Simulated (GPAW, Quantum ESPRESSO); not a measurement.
Consider Zn (Zinc, P6_3/mmc).

```cif
data_structure
_symmetry_space_group_name_H-M 'P 1'
_symmetry_Int_Tables_number 1
_cell_length_a 2.6700
_cell_length_b 2.6700
_cell_length_c 4.9660
_cell_angle_alpha 90.000
_cell_angle_beta 90.000
_cell_angle_gamma 120.000
_cell_volume 30.66
loop_
_atom_site_label
_atom_site_type_symbol
_atom_site_fract_x
_atom_site_fract_y
_atom_site_fract_z
_atom_site_occupancy
Zn1 Zn 0.66667 0.33333 0.75000 1
Zn2 Zn 0.33333 0.66667 0.25000 1
```

Absorber: atom 1, with 6 Zn at 2.67 Å and 6 Zn at 2.92 Å (anticuboctahedral, as in hcp, site symmetry -6m2). Method: Quantum ESPRESSO XSpectra, LDA, excited-electron core hole (neutral cell), 14-atom cell with 5.6 Å between holes, 5×5×4 k points, dipole transitions, Lorentzian half width 0.83 eV up to 4 eV, rising linearly to 1.75 eV at 25 eV (not a setting of the program: the run's 0.4 eV curve was folded afterwards with a further Lorentzian).

The database entry behind the starting cell differs from later determinations by our own check (about 0.3 % long), so it need not match the best structure at ambient conditions.

Q: Where do the maxima of the Zn K edge fall?

Main maxima up to 30 eV above the zero (height): 9.2 eV (1.37) and 17.4 eV (0.98). A K edge sees empty p states on the absorber. The total-energy difference is 9676.94 eV. One term is added: -30.82 eV, since the hole is spin-paired here and a spin-polarised one costs that much less in the free atom (computed apart). The photon energy is then 9646.12 eV. The tabulated edge of the element is 9659 eV. The functional leaves an error in such absolute values: in the free atom LDA prices this hole 19.1 eV below PBE (computed apart), and PBE is itself good to a few eV.

The Zn K spectrum (energy from the energy zero of the input (xe0, at the border of filled and empty states); intensity scaled to a mean of 1 over the first 20 eV; folded afterwards to Lorentzian half width 0.83 eV up to 4 eV, rising linearly to 1.75 eV at 25 eV; the points at xe0, where the cut of filled states can leave a spike, are interpolated; polarised curves are means over the symmetry-equivalent atoms):

```csv
E (eV),isotropic,ε ⊥ c,ε ∥ c
-2.0,0.12,0.11,0.14
-1.5,0.14,0.13,0.17
-1.0,0.19,0.17,0.23
-0.5,0.26,0.23,0.33
0.0,0.37,0.32,0.48
0.5,0.50,0.44,0.61
1.0,0.59,0.53,0.71
1.5,0.67,0.60,0.81
2.0,0.75,0.67,0.92
2.5,0.84,0.75,1.00
3.0,0.90,0.82,1.06
3.5,0.93,0.87,1.06
4.0,0.93,0.88,1.03
4.5,0.94,0.89,1.03
5.0,0.98,0.94,1.06
5.5,1.05,1.01,1.13
6.0,1.12,1.08,1.22
6.5,1.17,1.11,1.29
7.0,1.19,1.13,1.31
7.5,1.22,1.17,1.31
8.0,1.26,1.23,1.33
8.5,1.32,1.29,1.38
9.0,1.36,1.33,1.43
9.5,1.37,1.35,1.41
10.0,1.32,1.32,1.32
10.5,1.25,1.27,1.21
11.0,1.18,1.22,1.09
11.5,1.10,1.16,0.98
12.0,1.05,1.11,0.91
12.5,1.01,1.08,0.86
13.0,0.98,1.05,0.84
13.5,0.97,1.05,0.83
14.0,0.97,1.05,0.82
14.5,0.97,1.04,0.82
15.0,0.96,1.03,0.82
15.5,0.95,1.01,0.84
16.0,0.96,1.01,0.85
16.5,0.97,1.02,0.86
17.0,0.98,1.03,0.87
17.5,0.98,1.04,0.88
18.0,0.98,1.03,0.87
18.5,0.96,1.00,0.87
19.0,0.92,0.96,0.86
19.5,0.89,0.91,0.85
20.0,0.85,0.86,0.84
20.5,0.83,0.83,0.84
21.0,0.83,0.82,0.85
21.5,0.83,0.81,0.86
22.0,0.83,0.81,0.87
22.5,0.83,0.81,0.87
23.0,0.84,0.82,0.88
23.5,0.84,0.82,0.88
24.0,0.84,0.82,0.88
24.5,0.84,0.82,0.89
25.0,0.85,0.83,0.90
25.5,0.86,0.84,0.90
26.0,0.87,0.85,0.91
26.5,0.88,0.86,0.93
27.0,0.89,0.87,0.94
27.5,0.91,0.88,0.96
28.0,0.92,0.89,0.99
28.5,0.94,0.90,1.01
29.0,0.95,0.92,1.03
29.5,0.96,0.93,1.04
30.0,0.98,0.94,1.06
30.5,1.00,0.95,1.08
31.0,1.02,0.97,1.11
31.5,1.04,0.98,1.14
32.0,1.05,1.00,1.17
```

The holes are only 5.6 Å apart, so the shape is probably not converged with cell size; no larger cell was run here. The structure is a published determination, not relaxed.

[Banner, clock and machine lines of the logs are left out without a mark of their own.]

[Logs are printed without paths, hosts, clocks, repeated set-up lines and the standing remarks that a program may print on its own settings, such as how far it seeks lower states.]

[Hosts, paths, dates, database ids (printed as entryN), source tags and the programs' standing remarks are cut or masked in the printed files.]

[Lists of maxima count a maximum above −3 eV only where it reaches 4 % of the highest in the window and stands out from its surroundings by 2 % of it (1.5 % where it reaches 55 %); shoulders and weaker maxima are passed over, and of the rest the first, up to two pre-edge ones and the few strongest are named.]
